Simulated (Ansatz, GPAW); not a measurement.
# A 13-layer slab of Mo(111): work function by functional and basis

How far do functional and basis move the work function of a 13-layer slab of Mo(111)?

Program: GPAW 26.7.0 and Ansatz 0.2.0. Level of theory: Ansatz plane waves; slab in vacuum with a dipole correction, relaxation, in the first sound run; inputs show where later runs differ. Results are calculated unless marked as measured.

**1. Starting point**

The cell holds 13 atoms: 13 Mo. Its edges and angles: a = 4.455 Å, b = 4.455 Å, c = 24.912 Å, α = 90.0°, β = 90.0°, γ = 60.0°. Vacuum lies along c.

**2. Relaxing the atoms**

Forces are removed first; all later runs use this geometry. The lowest 6 atoms are held at bulk positions and keep their forces.

input.yaml reads:

```yaml
crystal:
  lattice:
    - [4.4547727215, 0.0, 0.0]
    - [2.2273863607, 3.8579463449, 0.0]
    - [0.0, 0.0, 24.9119200877]
  atoms:
    - { symbol: Mo, position: [0.0, 0.0, 0.2809899829] }
    - { symbol: Mo, position: [0.3333333333, 0.3333333333, 0.3174916524] }
    - { symbol: Mo, position: [0.6666666667, 0.6666666667, 0.3539933219] }
    - { symbol: Mo, position: [0.0, 0.0, 0.3904949915] }
    - { symbol: Mo, position: [0.3333333333, 0.3333333333, 0.426996661] }
    - { symbol: Mo, position: [0.6666666667, 0.6666666667, 0.4634983305] }
    - { symbol: Mo, position: [0.0, 0.0, 0.5] }
    - { symbol: Mo, position: [0.3333333333, 0.3333333333, 0.5365016695] }
    - { symbol: Mo, position: [0.6666666667, 0.6666666667, 0.573003339] }
    - { symbol: Mo, position: [0.0, 0.0, 0.6095050085] }
    - { symbol: Mo, position: [0.3333333333, 0.3333333333, 0.6460066781] }
    - { symbol: Mo, position: [0.6666666667, 0.6666666667, 0.6825083476] }
    - { symbol: Mo, position: [0.0, 0.0, 0.7190100171] }
kpoints:
  mp_grid: { grid: [8, 8, 1] }
hamiltonian:
  xc: pbe
scf:
  occupations: { method: fermi_dirac, width: 0.1 }
efield:
  axis: 3
  dipole_correction: true
  ramp_width: 0.05
relax:
  f_tol: 0.02
  max_steps: 60
  constraints: [{ sites: [0, 1, 2, 3, 4, 5] }]
output:
  write_potential: true
  write_density: true
  volumetric_format: npy
```

Started as:

```console
$ ansatz run input.yaml --threads 4 --pin off --max-ram 8192MiB --backend cpu --events-out ev --progress --plain --runs-dir out
```

Numbers of over 12 decimals in the logs are rounded to 6 here.

Log:

```text
Engine: ansatz 0.2.0, aarch64-unknown-linux-gnu
Pseudopotentials: kind: paw
Pseudopotential: Mo, paw, valence charge 14, recommended cutoff 420 eV (normal), Mo.paw.azcp
Functional definition: PBE
  parameter kappa = 0.804
  parameter beta = 0.066725
  exchange = pbe_x(kappa = kappa, mu = beta*pi^2/3)
  correlation = pbe_c(beta = beta)
Crystal: 13 atoms, lattice volume = 428.143 Å³
Basis set: ecut = 420 eV, 8393 PW (Γ), exchange–correlation on 60×60×360 points (8 copies of the dense FFT grid, shifted against one another)
Bands: 110, of which v1, the nominal top of the filled ones, is band 91 counted from 1 (90 counted from 0)
Symmetry: 6 space group operations
k-points: 10 of 64 (time reversal used)
Non-local potential: Mo, projectors of the file, l = 0: 3, l = 1: 2, l = 2: 2, l = 3: 1
PAW form: soft (Blöchl's): semilocal exchange-correlation on the pseudo side does not see the compensation charge
PAW one-centre angular grid: Mo, 590 points (default); XC on 64 Gauss nodes
Initial density: superposition of atomic densities (neutral atoms: chi_scale 0, normalization atom), corrected by the library's trained network
Initial wavefunctions: pseudopotential atomic-orbital guess
Functional: x = pbe(κ = 0.804, μ = 0.219515), c = pbe(β = 0.066725)
SCF iter   1: F=—  HF=-64421.347656 eV  |F-HF|=—  |Δ(HF+E_count)|=         —  Δρ=7.26e-3  dr2=1.94e0  ethr=1.77e-3  p=0.000 e·Å  D=6.71e-14 V/Å  ΔV_dip=-0.00 eV  dr2_dipole=3.64e-9  V_vac-E_F(+/−)=3.65/3.65 eV  ⟨swp⟩=9.1  Hψ=5184  notcnv=0
efield: sawtooth ramp at fractional position 0.9750 (placed from the atoms, in the widest stretch of the axis that holds none; the zero of the levels goes with the place), width 0.0500; the density the first Hamiltonian is built on has a dipole p = 0.000 e·Å; the dipole correction subtracts the counter field D = 6.71e-14 V/Å, which shifts the + side's vacuum level by -0.00 eV against the − side's; the planar-averaged density in the ramp window peaks in size at 9.7e-5 e/Å³
preconditioner: auto → LDOS  [metal: Δε(μ)=0.022 eV  Ē_g=3.792 eV  σ=0.100 eV  W_gap=0.05  n_scr=96 (ndim 8)  ℏωp=15.8 eV  f_vac=0.450  D(μ)=10.71/eV (n_scr^D=82)  β→1.0]
SCF iter   2: F=—  HF=-64421.320978 eV  |F-HF|=—  |Δ(HF+E_count)|=   2.67e-2  Δρ=4.40e-3  dr2=1.96e-1  ethr=1.07e-3  p=-0.000 e·Å  D=-2.41e-7 V/Å  ΔV_dip=0.00 eV  dr2_dipole=2.57e-10  V_vac-E_F(+/−)=3.66/3.66 eV  ⟨swp⟩=2.2  Hψ=1390  notcnv=0
SCF iter   3: F=—  HF=-64421.307006 eV  |F-HF|=—  |Δ(HF+E_count)|=   1.40e-2  Δρ=2.04e-3  dr2=4.28e-2  ethr=1.08e-4  p=-0.000 e·Å  D=-1.27e-7 V/Å  ΔV_dip=0.00 eV  dr2_dipole=3.02e-9  V_vac-E_F(+/−)=3.67/3.67 eV  ⟨swp⟩=2.0  Hψ=1494  notcnv=0
SCF iter   4: F=—  HF=-64421.303107 eV  |F-HF|=—  |Δ(HF+E_count)|=   3.90e-3  Δρ=2.41e-4  dr2=6.38e-4  ethr=2.35e-5  p=-0.000 e·Å  D=-2.19e-7 V/Å  ΔV_dip=0.00 eV  dr2_dipole=6.69e-10  V_vac-E_F(+/−)=3.68/3.68 eV  ⟨swp⟩=2.0  Hψ=1431  notcnv=0
SCF iter   5: F=—  HF=-64421.303752 eV  |F-HF|=—  |Δ(HF+E_count)|=   6.45e-4  Δρ=1.25e-4  dr2=1.98e-4  ethr=3.51e-7  p=-0.000 e·Å  D=-1.35e-7 V/Å  ΔV_dip=0.00 eV  dr2_dipole=1.49e-10  V_vac-E_F(+/−)=3.69/3.69 eV  ⟨swp⟩=3.0  Hψ=1730  notcnv=0
SCF iter   6: F=—  HF=-64421.303751 eV  |F-HF|=—  |Δ(HF+E_count)|=   5.91e-7  Δρ=4.71e-5  dr2=2.25e-5  ethr=1.09e-7  p=-0.000 e·Å  D=-5.02e-8 V/Å  ΔV_dip=0.00 eV  dr2_dipole=1.18e-11  V_vac-E_F(+/−)=3.69/3.69 eV  ⟨swp⟩=2.0  Hψ=1335  notcnv=0
SCF iter   7: F=-64421.303751 eV  HF=-64421.303752 eV  |F-HF|=5.08e-7  |Δ(HF+E_count)|=   4.06e-7  Δρ=1.30e-5  dr2=2.17e-6  ethr=5.49e-9  p=0.000 e·Å  D=7.07e-9 V/Å  ΔV_dip=-0.00 eV  dr2_dipole=2.36e-14  V_vac-E_F(+/−)=3.70/3.70 eV  ⟨swp⟩=13.0  Hψ=9926  notcnv=0
SCF 1 converged in 7 iterations: F = -64421.303751 eV  dr2 = 2.17e-6
  Residual-converged pass: ⟨swp⟩=1.1  Hψ=1141  notcnv=0  max |occ|·‖R‖ = 7.0e-9 eV (tolerance 1.0e-8 eV)  dr2=2.17e-6  dr2_onsite=1.82e-8  max |Δocc| = 9.6e-10
  greatest PAW one-centre occupation: 0.998 electrons in one spin orbital (limit 2), on the Mo atom at site 11 (counted from 0), in its partial waves of l = 0
relax step   1: F+E_penalty+E_count = -64421.30375136 eV  Δ(F+E_penalty+E_count) = +0.000e0 eV  max|allowed force component| = 2.014e0 eV/Å  Δτ_max = 0.0000 Å  (7 SCF iters, dr2 threshold 1.00e-5 eV, accepted)
Initial density: handed on by an earlier stage of this run
Initial wavefunctions: those handed on with the density
iter 1 solved again at ethr=6.20e-4 eV; its pass at ethr=3.10e-3 eV (dr2=1.13e0 eV) is discarded
SCF iter   1: F=—  HF=-64421.695456 eV  |F-HF|=—  |Δ(HF+E_count)|=         —  Δρ=1.07e-2  dr2=1.23e0  ethr=6.20e-4  p=-0.000 e·Å  D=-1.18e-7 V/Å  ΔV_dip=0.00 eV  dr2_dipole=3.08e-1  V_vac-E_F(+/−)=3.71/3.71 eV  ⟨swp⟩=1.7  Hψ=3581  notcnv=0
efield: sawtooth ramp at fractional position 0.9750 (handed on by an earlier solve), width 0.0500; the density the first Hamiltonian is built on has a dipole p = -0.000 e·Å; the dipole correction subtracts the counter field D = -1.18e-7 V/Å, which shifts the + side's vacuum level by +0.00 eV against the − side's; the planar-averaged density in the ramp window peaks in size at 6.0e-6 e/Å³
eigensolver tolerance schedule calibrated: the retry pair's looser diagonalisation under-reported the residual by θ = 0.08 (0.12/decade); ethr = c·dr2/N_el runs at the constant in force after the calibration composes with the one it found (an armed cap, an earlier calibration), c = 7.2e-2
preconditioner: auto → LDOS  [metal: Δε(μ)=0.064 eV  Ē_g=3.863 eV  σ=0.100 eV  W_gap=0.16  n_scr=96 (ndim 8)  ℏωp=15.8 eV  f_vac=0.454  D(μ)=10.03/eV (n_scr^D=70)  β→1.0]
SCF iter   2: F=—  HF=-64421.704089 eV  |F-HF|=—  |Δ(HF+E_count)|=   8.63e-3  Δρ=8.11e-3  dr2=7.93e-1  ethr=4.85e-4  p=-0.011 e·Å  D=-4.66e-3 V/Å  ΔV_dip=0.12 eV  dr2_dipole=7.46e-3  V_vac-E_F(+/−)=3.78/3.67 eV  ⟨swp⟩=5.0  Hψ=2352  notcnv=0
SCF iter   3: F=—  HF=-64421.638593 eV  |F-HF|=—  |Δ(HF+E_count)|=   6.55e-2  Δρ=3.79e-3  dr2=1.50e-1  ethr=3.13e-4  p=-0.018 e·Å  D=-7.75e-3 V/Å  ΔV_dip=0.19 eV  dr2_dipole=6.43e-3  V_vac-E_F(+/−)=3.87/3.68 eV  ⟨swp⟩=2.6  Hψ=1753  notcnv=0
SCF iter   4: F=—  HF=-64421.625095 eV  |F-HF|=—  |Δ(HF+E_count)|=   1.35e-2  Δρ=4.67e-4  dr2=1.54e-3  ethr=5.91e-5  p=-0.022 e·Å  D=-9.10e-3 V/Å  ΔV_dip=0.23 eV  dr2_dipole=3.70e-4  V_vac-E_F(+/−)=3.90/3.67 eV  ⟨swp⟩=2.3  Hψ=1495  notcnv=0
SCF iter   5: F=—  HF=-64421.625339 eV  |F-HF|=—  |Δ(HF+E_count)|=   2.44e-4  Δρ=2.71e-4  dr2=6.39e-4  ethr=6.07e-7  p=-0.024 e·Å  D=-1.02e-2 V/Å  ΔV_dip=0.25 eV  dr2_dipole=6.16e-5  V_vac-E_F(+/−)=3.92/3.67 eV  ⟨swp⟩=3.1  Hψ=2260  notcnv=0
[...]
SCF iter   6: F=-64421.649138 eV  HF=-64421.649140 eV  |F-HF|=2.31e-6  |Δ(HF+E_count)|=   3.17e-6  Δρ=2.31e-5  dr2=4.67e-6  ethr=1.00e-8  p=-0.025 e·Å  D=-1.07e-2 V/Å  ΔV_dip=0.27 eV  dr2_dipole=7.48e-7  V_vac-E_F(+/−)=3.93/3.67 eV  ⟨swp⟩=12.6  Hψ=10450  notcnv=0
SCF 3 converged in 6 iterations: F = -64421.649138 eV  dr2 = 4.67e-6
  Residual-converged pass: ⟨swp⟩=1.0  Hψ=1140  notcnv=0  max |occ|·‖R‖ = 6.9e-9 eV (tolerance 1.0e-8 eV)  dr2=4.67e-6  dr2_onsite=5.66e-8  max |Δocc| = 6.5e-11
  greatest PAW one-centre occupation: 0.999 electrons in one spin orbital (limit 2), on the Mo atom at site 12 (counted from 0), in its partial waves of l = 0
relax step   3: F+E_penalty+E_count = -64421.64913810 eV  Δ(F+E_penalty+E_count) = -2.383e-2 eV  max|allowed force component| = 2.840e-1 eV/Å  Δτ_max = 0.0595 Å  (6 SCF iters, dr2 threshold 1.83e-5 eV, accepted)
[...]
relax step   4: F+E_penalty+E_count = -64421.64742376 eV  Δ(F+E_penalty+E_count) = +1.714e-3 eV  max|allowed force component| = 2.508e-1 eV/Å  Δτ_max = 0.0373 Å  (6 SCF iters, dr2 threshold 5.81e-6 eV, rejected (line search))
[...]
relax step   5: F+E_penalty+E_count = -64421.65410415 eV  Δ(F+E_penalty+E_count) = -4.966e-3 eV  max|allowed force component| = 2.077e-2 eV/Å  Δτ_max = 0.0184 Å  (8 SCF iters, accepted)
SCF iter   1: F=—  HF=-64421.653487 eV  |F-HF|=—  |Δ(HF+E_count)|=         —  Δρ=2.25e-4  dr2=9.51e-4  ethr=2.68e-6  p=-0.026 e·Å  D=-1.11e-2 V/Å  ΔV_dip=0.28 eV  dr2_dipole=1.67e-4  V_vac-E_F(+/−)=3.95/3.67 eV  ⟨swp⟩=2.0  Hψ=1608  notcnv=0
efield: sawtooth ramp at fractional position 0.9750 (handed on by an earlier solve), width 0.0500; the density the first Hamiltonian is built on has a dipole p = -0.026 e·Å; the dipole correction subtracts the counter field D = -1.11e-2 V/Å, which shifts the + side's vacuum level by +0.28 eV against the − side's; the planar-averaged density in the ramp window peaks in size at 4.9e-6 e/Å³
preconditioner: auto → LDOS  [metal: Δε(μ)=0.047 eV  Ē_g=3.860 eV  σ=0.100 eV  W_gap=0.12  n_scr=96 (ndim 8)  ℏωp=15.8 eV  f_vac=0.454  D(μ)=9.87/eV (n_scr^D=70)  β→1.0]
SCF iter   2: F=—  HF=-64421.653462 eV  |F-HF|=—  |Δ(HF+E_count)|=   2.49e-5  Δρ=1.18e-4  dr2=2.04e-4  ethr=5.23e-7  p=-0.026 e·Å  D=-1.10e-2 V/Å  ΔV_dip=0.28 eV  dr2_dipole=3.08e-6  V_vac-E_F(+/−)=3.94/3.67 eV  ⟨swp⟩=1.0  Hψ=1270  notcnv=0
SCF iter   3: F=—  HF=-64421.653450 eV  |F-HF|=—  |Δ(HF+E_count)|=   1.18e-5  Δρ=5.20e-5  dr2=3.02e-5  ethr=1.12e-7  p=-0.026 e·Å  D=-1.11e-2 V/Å  ΔV_dip=0.28 eV  dr2_dipole=9.12e-7  V_vac-E_F(+/−)=3.94/3.67 eV  ⟨swp⟩=2.0  Hψ=1460  notcnv=0
SCF iter   4: F=—  HF=-64421.654122 eV  |F-HF|=—  |Δ(HF+E_count)|=   6.72e-4  Δρ=1.09e-5  dr2=1.06e-6  ethr=1.66e-8  p=-0.026 e·Å  D=-1.11e-2 V/Å  ΔV_dip=0.28 eV  dr2_dipole=1.67e-8  V_vac-E_F(+/−)=3.94/3.67 eV  ⟨swp⟩=2.2  Hψ=1534  notcnv=0
SCF iter   5: F=-64421.654122 eV  HF=-64421.654122 eV  |F-HF|=1.97e-8  |Δ(HF+E_count)|=   1.72e-7  Δρ=2.69e-6  dr2=4.43e-8  ethr=5.49e-11  p=-0.026 e·Å  D=-1.11e-2 V/Å  ΔV_dip=0.28 eV  dr2_dipole=2.21e-10  V_vac-E_F(+/−)=3.94/3.67 eV  ⟨swp⟩=9.4  Hψ=9724  notcnv=0
SCF 6 converged in 5 iterations: F = -64421.654122 eV  dr2 = 4.43e-8
relax step   6: F+E_penalty+E_count = -64421.65412184 eV  Δ(F+E_penalty+E_count) = -1.769e-5 eV  max|allowed force component| = 6.061e-3 eV/Å  Δτ_max = 0.0027 Å  (5 SCF iters, accepted)
NSCF: frozen V_eff on 10 k-points
the band table was solved once a step of the walk had ended and its energy, with any forces and stress, was formed, with the checks that follow a solve (4611 applications of the Hamiltonian). They found nothing against the state; the energy, forces and stress were not computed again (output.eigenvalues in the input reference)
WARN: The output density's exchange-correlation potential varies sharply where the density is thin. Do not read a vacuum level from v_tot or v_xc, or from such a field of the output density. On a cell that repeats whose density bears no net charge and no dipole along the vacuum's axis use v_es (v_loc + v_h of the components); under efield.dipole_correction with no amplitude use v_es + v_field, which holds any externa [...]
SCF converged after 5 iterations
Free energy (F): -64421.654122 eV
Harris-Foulkes:  -64421.654122 eV  (|F-HF|=1.97e-8)
Internal energy: -64421.323929 eV  (E = F + TS)
E sigma→0 (E₀):  -64421.489025 eV
Entropy (-TS):   -0.330193 eV (-25.399 meV/atom)
Fermi energy:    8.041750 eV
Dipole field:    D = -0.011107 V/Å  (p = -0.026280 e·Å, saw-weighted, corrected)
Work function:   Φ+ = 3.9449 eV   Φ− = 3.6682 eV
Levels:          The Fermi level and band energies are counted from a zero that moves with the ramp; work functions are not
--- Per-component energies (eV) ---
  E_band       = -3059.833359
  E_kinetic    = 5719.598349
  E_local      = -210222.405118  (includes V_loc(G=0)·N_el)
  E_nonlocal   = 1862.327195
  E_hartree    = 102209.185756
  E_xc         = -2376.229279
  E_vxc        = -2964.624933  (∫ρ·V_xc dr)
  E_paw        = -41617.623847  (= ΣΔE_a)
  E_vpaw       = -1873.127936  (= ΣTr[D̂ρ^β])
  E_aug_tail   = 0.000554  (compensation charges beyond the density's cutoff)
  E_efield     = 0.000146  (sawtooth field / dipole correction)
  E_vefield    = 0.016476  (∫n·V_field dr)
  E_ewald      = 80003.822316
  E_smearing   = -0.330193  (= −TS)
  E_closure    = -0.000000  (closes the sum)
  Σ components = -64421.654122   (vs F -64421.654122, Δ=0.00e0)
--- Forces (eV/Å), atoms counted from 1 ---
  atom   1  Mo     0.00000000    -0.00000000     1.95884701
  atom   2  Mo     0.00000000     0.00000000    -0.05749809
  atom   3  Mo    -0.00000000     0.00000000    -0.80210226
  atom   4  Mo    -0.00000000     0.00000000    -0.91331442
  atom   5  Mo    -0.00000000     0.00000000    -0.16700899
  atom   6  Mo    -0.00000000     0.00000000    -0.01967959
  atom   7  Mo    -0.00000000    -0.00000000    -0.00606137
  atom   8  Mo     0.00000000     0.00000000    -0.00445764
  atom   9  Mo     0.00000000    -0.00000000     0.00209383
  atom  10  Mo    -0.00000000     0.00000000     0.00427367
  atom  11  Mo     0.00000000    -0.00000000     0.00286145
  atom  12  Mo     0.00000000    -0.00000000     0.00072004
  atom  13  Mo    -0.00000000     0.00000000     0.00134519
  max |Σ_I F_I| component: 1.88e-5 eV/Å
--- Band table (eV; the first three rows and the last of 10) ---
  k-point 0: bands = [... 87 lower, 6.8482, 6.8482, 7.1734, 7.3539, 8.1093, 8.9591, 9.2457, 9.2457, ... 15 higher]
  k-point 1: bands = [... 87 lower, 7.0058, 7.2002, 7.2845, 7.4275, 8.1676, 8.8981, 8.9901, 9.1519, ... 15 higher]
  k-point 2: bands = [... 87 lower, 7.4569, 7.4826, 7.7959, 7.9284, 8.3038, 8.3355, 8.4541, 8.7879, ... 15 higher]
  k-point 9: bands = [... 87 lower, 7.4400, 7.4996, 7.6852, 7.8188, 7.9742, 8.1820, 8.4182, 8.5642, ... 15 higher]
--- Relaxed structure (6 steps of the walk, 5 accepted, 0 SCFs on fresh bases) ---
  F+E_penalty+E_count = -64421.65412184 eV   max|allowed force component| = 6.061e-3 eV/Å
  atoms:
    - { symbol: Mo, position: [0.0, 0.0, 0.2809899829] }
    - { symbol: Mo, position: [0.333333, 0.333333, 0.3174916524] }
    - { symbol: Mo, position: [0.666667, 0.666667, 0.353993] }
    - { symbol: Mo, position: [0.0, 0.0, 0.390495] }
    - { symbol: Mo, position: [0.333333, 0.333333, 0.426997] }
    - { symbol: Mo, position: [0.666667, 0.666667, 0.4634983305] }
    - { symbol: Mo, position: [3.9408784292007056e-19, -1.9704392146003538e-19, 0.500952] }
    - { symbol: Mo, position: [0.333333, 0.333333, 0.537728] }
    - { symbol: Mo, position: [0.666667, 0.666667, 0.575913] }
    - { symbol: Mo, position: [7.248999287780908e-19, -3.6244996438904587e-19, 0.611256] }
    - { symbol: Mo, position: [0.333333, 0.333333, 0.652434] }
    - { symbol: Mo, position: [0.666667, 0.666667, 0.681605] }
    - { symbol: Mo, position: [-3.387980595290502e-18, 1.6939902976452513e-18, 0.710825] }
```

Elapsed: 2.6 min, on 4 threads of Arm Neoverse N1, shared host; peak memory 1.3 GiB; 10 min of CPU time.

Step by step:

```
step  energy less that of the first step (eV)  largest force component (eV/Å)
   1                                   0.0000                          2.0140
   2                                  -0.3216                          0.5407
   3                                  -0.3454                          0.2840
   4                                  -0.3437                          0.2508
   5                                  -0.3504                          0.0208
   6                                  -0.3504                          0.0061
```

Relaxation step 4 was tried and not accepted.

The run keeps the 6 symmetry operations that it works with, so distortions that break them were not tested.

The atoms that moved most (Å):

```
atom     dx     dy      dz  length
Mo13  0.000  0.000  -0.204   0.204
Mo11  0.000  0.000   0.160   0.160
 Mo9  0.000  0.000   0.072   0.072
Mo10  0.000  0.000   0.044   0.044
 Mo8  0.000  0.000   0.031   0.031
 Mo7  0.000  0.000   0.024   0.024
Mo12  0.000  0.000  -0.023   0.023
```

Numbers from this step:

* free energy: -64421.6541 eV
* smearing term TS: 0.3302 eV
* symmetry operations: 6
* upper work function: 3.945 eV
* lower work function: 3.668 eV
* dipole along the normal: -0.02628 e·Å
* dipole field: -0.01111 V/Å
* vacuum level above: 11.99 eV
* vacuum level below: 11.71 eV

The electrostatic potential energy of an electron (with the applied field's), less the Fermi level, planar mean by z:

```csv
z (Å),"electrostatic potential energy of an electron (with the applied field's), less the Fermi level, planar mean (eV)"
0,3.81
1,3.67
2,3.67
3,3.66
4,3.64
5,3.41
6,1.18
7,-9.74
8,-12.3
9,-12.7
10,-12.9
11,-13.0
12,-12.7
13,-12.8
14,-12.5
15,-12.8
16,-12.3
17,-15.9
18,-7.86
19,2.60
20,3.81
21,3.93
22,3.94
23,3.94
24,3.94
```

Table of valence density, planar mean by z:

```
z (Å)  valence density, planar mean (e/Å³)
    3                               8.8e-5
    4                               7.7e-4
    5                              0.00697
    6                               0.0811
    7                                0.782
    8                                0.890
    9                                0.892
   10                                0.896
   11                                0.895
   12                                0.874
   13                                0.886
   14                                0.861
   15                                0.900
   16                                0.861
   17                                 1.06
   18                                0.642
   19                               0.0399
   20                              0.00395
   21                               4.0e-4
   22                               3.9e-5
```

The relaxation lowered the energy of the cell by 0.350 eV.

(Part 1 of 3 ends here.)

[Logs are printed without paths, hosts, clocks, repeated set-up lines and the standing remarks that a program may print on its own settings, such as how far it seeks lower states.]

[Hosts, paths, dates, database ids (printed as entryN), source tags and the programs' standing remarks are cut or masked in the printed files.]
